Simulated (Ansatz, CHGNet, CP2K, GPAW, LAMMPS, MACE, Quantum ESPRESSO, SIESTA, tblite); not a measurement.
# CP2K runs on amorphous 43Bi2O3-57BaO (mol %) (99 atoms)

Wanted: CP2K inputs and outputs for amorphous 43Bi2O3-57BaO (mol %) (99 atoms), checked against a plane-wave reference.

Method: the method is named at each step, in CP2K 2026.2.

## 1. The structure

The cell holds 99 atoms: 26 Bi, 17 Ba and 56 O. Cell: a = 11.971 Å, b = 11.971 Å, c = 11.971 Å, α = 90.0°, β = 90.0°, γ = 90.0°. 99 atoms (26 Gd, 17 Ba, 56 O) placed at random at 7.52 g/cm³, melted at 5000 K for 10 ps at fixed volume with the Morse and Coulomb pair potential with partial charges (Pedone, Malavasi, Menziani, Cormack and Segre, J. Phys. Chem. B 110, 11780 (2006)). Quenched from 5000 K to 300 K at 50 K/ps and fixed volume, held 5 ps, then minimised at fixed cell. Then Gd was replaced by Bi and the cell scaled by 1.02 (the potential has no terms for the new elements, so the cell is a start for a DFT relaxation).

The yardstick, on the same geometry:

| Property | Result |
| --- | --- |
| method | Kohn-Sham DFT, PBE, PAW, plane waves (Ansatz 0.2.0); cutoff 420 eV, Γ point, fermi-dirac smearing of 0.05 eV; PAW set soft_2 |
| r.m.s. force component | 0.5622 eV/Å |
| longest force | 2.587 eV/Å |
| pressure | 7.369 GPa |
| gap (highest filled to lowest empty level) | 1.233 eV |
| SCF cycles | 12 |
| time | 55 s on 4 threads of Arm Neoverse V1, shared host |
| CPU time | 3.6 min |

## 2. PBE, DZVP-MOLOPT-SR, 600/50 Ry, OT DIIS

Method: Kohn-Sham DFT, PBE, GTH-PBE pseudopotentials, Gaussian and plane waves, DZVP-MOLOPT-SR-GTH, orbital transformation.

input.inp reads:

```
&GLOBAL
  PROJECT cell
  RUN_TYPE ENERGY_FORCE
  PRINT_LEVEL LOW
&END GLOBAL
&FORCE_EVAL
  METHOD QS
  STRESS_TENSOR ANALYTICAL
  &DFT
    BASIS_SET_FILE_NAME BASIS_MOLOPT
    POTENTIAL_FILE_NAME GTH_POTENTIALS
    &MGRID
      CUTOFF 600
      REL_CUTOFF 50
      NGRIDS 5
    &END MGRID
    &QS
      EPS_DEFAULT 1.0E-12
    &END QS
    &SCF
      SCF_GUESS ATOMIC
      EPS_SCF 1.0E-06
      MAX_SCF 30
      &OT
        MINIMIZER DIIS
        PRECONDITIONER FULL_ALL
        ENERGY_GAP 0.001
      &END OT
      &OUTER_SCF
        EPS_SCF 1.0E-06
        MAX_SCF 8
      &END OUTER_SCF
      &PRINT
        &RESTART OFF
        &END RESTART
      &END PRINT
    &END SCF
    &XC
      &XC_FUNCTIONAL PBE
      &END XC_FUNCTIONAL
    &END XC
    &PRINT
      &MULLIKEN ON
      &END MULLIKEN
      &HIRSHFELD ON
        SHAPE_FUNCTION DENSITY
      &END HIRSHFELD
      &MO_CUBES
        NHOMO 1
        NLUMO 4
        WRITE_CUBE F
      &END MO_CUBES
    &END PRINT
  &END DFT
  &SUBSYS
    &CELL
      A 11.97103 0.00000 0.00000
      B 0.00000 11.97103 0.00000
      C 0.00000 0.00000 11.97103
    &END CELL
    &COORD
      SCALED
      Bi 0.24794 0.26875 0.69696
      Bi 0.87622 0.99619 0.33400
      Bi 0.10444 0.03750 0.78540
      Bi 0.09436 0.24244 0.37878
      Bi 0.83914 0.91018 0.70848
      Bi 0.09163 0.94826 0.50855
      Bi 0.81763 0.22633 0.18178
      Bi 0.62521 0.24066 0.39900
      Bi 0.65763 0.74446 0.90407
      Bi 0.59531 0.73503 0.64383
      Bi 0.38561 0.10934 0.26082
      Bi 0.14180 0.70342 0.31612
      Bi 0.17959 0.20996 0.04614
      Bi 0.91333 0.21956 0.61763
      Bi 0.86818 0.44910 0.38641
      Bi 0.62312 0.56092 0.41301
      Bi 0.46459 0.95640 0.78671
      Bi 0.44308 0.23291 0.98293
      Bi 0.90854 0.98683 0.02509
      Bi 0.61176 0.01461 0.09971
      Bi 0.35122 0.07219 0.54558
      Bi 0.83943 0.54663 0.70639
      Bi 0.58256 0.42210 0.15714
      Bi 0.36899 0.46061 0.49766
      Bi 0.71098 0.45769 0.91206
      Bi 0.11655 0.49539 0.53527
      Ba 0.15163 0.97364 0.19723
      Ba 0.03083 0.72788 0.85680
      Ba 0.27593 0.74044 0.68676
      Ba 0.92547 0.49555 0.12890
      Ba 0.12252 0.47254 0.85762
      Ba 0.29723 0.86716 0.00550
      Ba 0.59244 0.36832 0.65820
      Ba 0.90569 0.73416 0.13134
      Ba 0.62679 0.98354 0.47939
      Ba 0.22759 0.45033 0.20099
      Ba 0.39640 0.65084 0.08126
      Ba 0.91910 0.26163 0.91715
      Ba 0.62486 0.76047 0.22361
      Ba 0.67985 0.15176 0.79400
      Ba 0.39717 0.78451 0.40486
      Ba 0.42388 0.52040 0.84206
      Ba 0.88681 0.72015 0.48005
      O 0.02253 0.58229 0.67162
      O 0.71354 0.37342 0.29896
      O 0.78271 0.91237 0.17348
      O 0.27456 0.46635 0.67022
      O 0.98074 0.35937 0.51180
      O 0.27932 0.27362 0.88877
      O 0.75793 0.36276 0.06220
      O 0.72501 0.20494 0.56106
      O 0.63138 0.75074 0.45432
      O 0.10113 0.62562 0.14624
      O 0.03410 0.88668 0.69082
      O 0.52157 0.06844 0.92807
      O 0.18253 0.09424 0.62292
[... 39 atom lines left out ...]
      O 0.96032 0.09169 0.18520
      O 0.23158 0.32438 0.49012
      O 0.17386 0.77981 0.49280
      O 0.76328 0.51542 0.53227
    &END COORD
    &KIND Bi
      BASIS_SET DZVP-MOLOPT-SR-GTH-q5
      POTENTIAL GTH-PBE-q5
    &END KIND
    &KIND Ba
      BASIS_SET DZVP-MOLOPT-SR-GTH-q10
      POTENTIAL GTH-PBE-q10
    &END KIND
    &KIND O
      BASIS_SET DZVP-MOLOPT-SR-GTH-q6
      POTENTIAL GTH-PBE-q6
    &END KIND
  &END SUBSYS
  &PRINT
    &FORCES ON
    &END FORCES
    &STRESS_TENSOR ON
    &END STRESS_TENSOR
  &END PRINT
&END FORCE_EVAL
```

Launch:

```console
OMP_NUM_THREADS=2 cp2k.psmp -i input.inp > output.txt
```

Numbers of over 12 decimals in the logs are rounded to 6 here.

Output:

```text
CP2K| version string:                                       CP2K version 2026.2
 CP2K| Input file name                                                 input.inp
 GLOBAL| Basis set file name                                        BASIS_MOLOPT
 GLOBAL| Potential file name                                      GTH_POTENTIALS
 GLOBAL| Run type                                                   ENERGY_FORCE
 GLOBAL| Total number of message passing processes                             1
 GLOBAL| Number of threads for this process                                    2
 TOTAL NUMBERS AND MAXIMUM NUMBERS
  Total number of            - Atomic kinds:                                   3
                             - Atoms:                                         99
                             - Shell sets:                                    99
                             - Shells:                                       512
                             - Primitive Cartesian functions:                512
                             - Cartesian basis functions:                   1403
                             - Spherical basis functions:                   1304
  Maximum angular momentum of- Orbital basis functions:                        2
                             - Local part of the GTH pseudopotential:          2
                             - Non-local part of the GTH pseudopotential:      4
 SCF PARAMETERS         Density guess:                                    ATOMIC
                        max_scf:                                              30
                        eps_scf:                                        1.00E-06
                        Outer loop SCF in use
                        eps_scf                                         1.00E-06
                        max_scf                                                8
 Extrapolation method: initial_guess
 Number of electrons:                                                        636
[... lines left out ...]
  Step     Update method      Time    Convergence         Total energy    Change
[... lines left out ...]
  Total energy:                                             -1475.524990
[... lines left out ...]
  Preconditioner : FULL_ALL            : diagonalization, state selective
  Precond_solver : DEFAULT
  stepsize       :    0.15000000                  energy_gap     :    0.00100000
  eps_taylor     :   0.10000E-15                  max_taylor     :             4
  ----------------------------------- OT ---------------------------------------
  Step     Update method      Time    Convergence         Total energy    Change
[...]
10 OT DIIS     0.15E+00   13.2     0.00000108     -1475.5443470601 -6.09E-08
    11 OT DIIS     0.15E+00   13.1     0.00000054     -1475.5443470699 -9.71E-09
  *** SCF run converged in    11 steps ***
  Electronic density on regular grids:       -635.9999999999        0.0000000001
  Core density on regular grids:              635.9999999991       -0.0000000009
  Total charge density on r-space grids:       -0.0000000008
  Total charge density g-space grids:          -0.0000000008
  Overlap energy of the core charge distribution:               3.48105e-08
  Self energy of the core charge distribution:              -3516.620842
  Core Hamiltonian energy:                                    898.166530
  Hartree energy:                                            1441.083282
  Exchange-correlation energy:                               -298.173317
  Total energy:                                             -1475.544347
  outer SCF iter =    2 RMS gradient =   0.54E-06 energy =      -1475.5443470699
  outer SCF loop converged in   2 iterations or   41 steps
 !-----------------------------------------------------------------------------!
                     Mulliken Population Analysis
 #  Atom  Element  Kind  Atomic population                           Net charge
       1     Bi       1          3.954241                              1.045759
       2     Bi       1          3.859813                              1.140187
       3     Bi       1          3.858360                              1.141640
[...]
98     O        3          6.842455                             -0.842455
      99     O        3          6.815175                             -0.815175
 # Total charge                            636.000000                  0.000000
 !-----------------------------------------------------------------------------!
 !-----------------------------------------------------------------------------!
                           Hirshfeld Charges
  #Atom  Element  Kind  Ref Charge     Population                    Net charge
      1       Bi     1       5.000          4.434                         0.566
      2       Bi     1       5.000          4.415                         0.585
      3       Bi     1       5.000          4.376                         0.624
[...]
98       O      3       6.000          6.408                        -0.408
     99       O      3       6.000          6.364                        -0.364
  Total Charge                                                           -0.000
 !-----------------------------------------------------------------------------!
  Eigenvalues of the occupied subspace spin            1
      -0.78864897     -0.77529784     -0.77115138     -0.76472696
      -0.76284080     -0.76052117     -0.75735956     -0.75490210
      -0.75462417     -0.75291264     -0.74909322     -0.74865585
[...]
0.24393454      0.25081271      0.25224655      0.25282905
       0.25585746      0.26469211
 Fermi Energy [eV] :    7.202639
  Using OT eigensolver for additional unoccupied orbitals spin            1
  Lowest Eigenvalues of the unoccupied subspace spin            1
 WARNING : did not converge in ot_eigensolver
 number of iterations          299  exceeded maximum
 current gradient / target gradient   1.3823849276075175E-005  /    1.0000000000000001E-005
       0.30541385      0.31126063      0.31483977      0.31843274
 HOMO - LUMO gap [eV] :    1.108095
 ENERGY| Total FORCE_EVAL ( QS ) energy [hartree]          -1475.544347
 FORCES| Atomic forces [hartree/bohr]
 FORCES|   Atom     x               y               z               |f|
 FORCES|      1  2.90184010E-03 -2.64910591E-04 -4.24178001E-03   5.14621718E-03
 FORCES|      2  5.01781573E-03  2.74031606E-03 -3.73042942E-03   6.82670569E-03
 FORCES|      3  6.10625327E-03 -2.00071865E-03 -1.14285130E-02   1.31110684E-02
[...]
FORCES|     98  1.75990370E-02 -5.95327701E-03  1.75711240E-02   2.55717033E-02
 FORCES|     99 -1.32478816E-03  3.83589551E-03  2.04649796E-02   2.08634740E-02
 FORCES| Sum    -4.78064354E-03  1.43528895E-03  1.25255200E-03
 FORCES| Total atomic force                                       5.14621157E-03
 STRESS| Analytical stress tensor [bar]
 STRESS|                        x                   y                   z
 STRESS|      x        1.02074924040E+05  -6.01226387366E+03  -1.08970685943E+04
 STRESS|      y       -6.01226387366E+03   1.17231573706E+05  -1.93679306141E+03
 STRESS|      z       -1.08970685943E+04  -1.93679306141E+03   1.05640962787E+05
 STRESS| 1/3 Trace                                             1.08315820177E+05
```

Elapsed: 9.9 min, on 2 threads of Arm Neoverse V1, shared host; peak memory 2.6 GiB; 19 min of CPU time.

Banners, paths, timers and routine set-up lines are dropped from the logs unmarked, and long logs keep their key lines alone; longer cuts are marked.

The solver for the empty levels stopped short of its threshold, so the gap is rough; its iterations count in the time.

Against the reference:

```
r.m.s. force component                           : 0.624 eV/Å
r.m.s. difference of force components            : 107 meV/Å
longest difference of force vectors              : 399.5 meV/Å
force difference over r.m.s. force               : 19.03 %
slope of forces against the reference's          : 1.098
correlation of force components                  : 0.9891
gap (highest filled to lowest empty level) : 1.108 eV
gap difference                                   : -0.1248 eV
pressure                                         : 10.83 GPa
pressure difference                              : 3.463 GPa
```

Length of the force difference by element (eV/Å):

```
element  atoms  mean  most
     Ba     17  0.18  0.40
     Bi     26  0.15  0.37
      O     56  0.17  0.34
```

The surroundings of O80, which has 3 bonded neighbours where the commonest count for O is 5, nearest first, numbered as they follow in the input and with coordinates relative to it.

```
atom      x      y      z  distance (Å)  bonds  Hirshfeld charge (e)     Fx     Fy  Fz (eV/Å)
 O80   0.00   0.00   0.00          0.00      3                 -0.41   1.15   0.21       0.46
Bi21  -0.88  -1.38  -1.61          2.29      5                  0.57   0.30   0.25       0.26
 Bi1  -2.12   0.97   0.21          2.34      6                  0.57   0.15  -0.01      -0.22
Ba33   2.01   2.16  -0.26          2.96      7                  0.31   0.43   0.28      -0.66
Bi17   0.48  -2.77   1.28          3.09      5                  0.61   0.01   0.34      -0.76
 O60   0.54  -0.50  -3.04          3.13      4                 -0.36   0.17  -0.38       0.35
 O56  -2.90  -1.12  -0.68          3.18      4                 -0.35  -0.99  -0.05      -0.27
 O49  -1.74   1.03   2.50          3.22      4                 -0.35  -0.62   0.69      -0.40
Ba40   3.05  -0.43   1.37          3.37      7                  0.34  -0.17  -0.95       0.72
 O65   1.69   1.82   2.41          3.46      5                 -0.40  -0.57  -0.47      -0.70
 O68   0.10  -3.33  -1.02          3.49      5                 -0.39   0.24  -1.20      -0.43
 O55   1.16  -1.43   2.97          3.49      4                 -0.37   0.77  -0.07       0.23
```

Forces lie 19 % from the reference's, at 5.2 times its CPU time (on 2 against 4 cores).

Mean charges by element (e), by run and scheme:

```
                                         run     scheme     Bi     Ba      O
                                   reference     Löwdin  +1.31  +1.77  -0.97
CP2K PBE, DZVP-MOLOPT-SR, 600/50 Ry, OT DIIS   Mulliken  +1.13  +1.00  -0.83
CP2K PBE, DZVP-MOLOPT-SR, 600/50 Ry, OT DIIS  Hirshfeld  +0.60  +0.35  -0.38
```

The reference's Löwdin charges lack the electrons that the projection spills, 0.095 e an atom on average.

## 3. Results

```yaml
force_difference_from_the_reference: CP2K PBE, DZVP-MOLOPT-SR, 600/50 Ry, OT DIIS, 19 %
its_cpu_time: 19 min
```

What this shows: The PBE run in local orbitals differs by 19 % (CP2K PBE, DZVP-MOLOPT-SR, 600/50 Ry, OT DIIS); basis, grid and potentials can all enter. At the same functional, the gap of CP2K PBE, DZVP-MOLOPT-SR, 600/50 Ry, OT DIIS lies 0.12 eV below the reference's 1.23 eV. In pressure, CP2K PBE, DZVP-MOLOPT-SR, 600/50 Ry, OT DIIS misses by +3.5 GPa, at the same functional. Charges hang on scheme and program or settings: among these rows the mean for Ba runs from +0.35 to +1.77 e. The potentials hold different valence shells: 896 electrons in the reference, 636 in CP2K with DZVP-MOLOPT-SR; this bears on time and differences. The quench rate of 50 K/ps is many orders above laboratory rates, so the cell is likely richer in defects and strain than a real sample. The network of bonds at the start is that of the classical potential that made the cell, and needn't be the one that DFT or experiment would give. The reference's pressure of 7.4 GPa belongs to a cell and atoms that aren't relaxed at this level. The electronic-structure runs sample only Γ, in a cell whose shortest periodic width is 12 Å. Spin–orbit coupling is left out, which matters for the levels of the heavy elements.

[Also dropped from logs without a mark: logging warnings of Python, and SIESTA's first energy breakdown and zero terms.]

[Logs are printed without paths, hosts, clocks, repeated set-up lines and the standing remarks that a program may print on its own settings, such as how far it seeks lower states.]

[Hosts, paths, dates, database ids (printed as entryN), source tags and the programs' standing remarks are cut or masked in the printed files.]
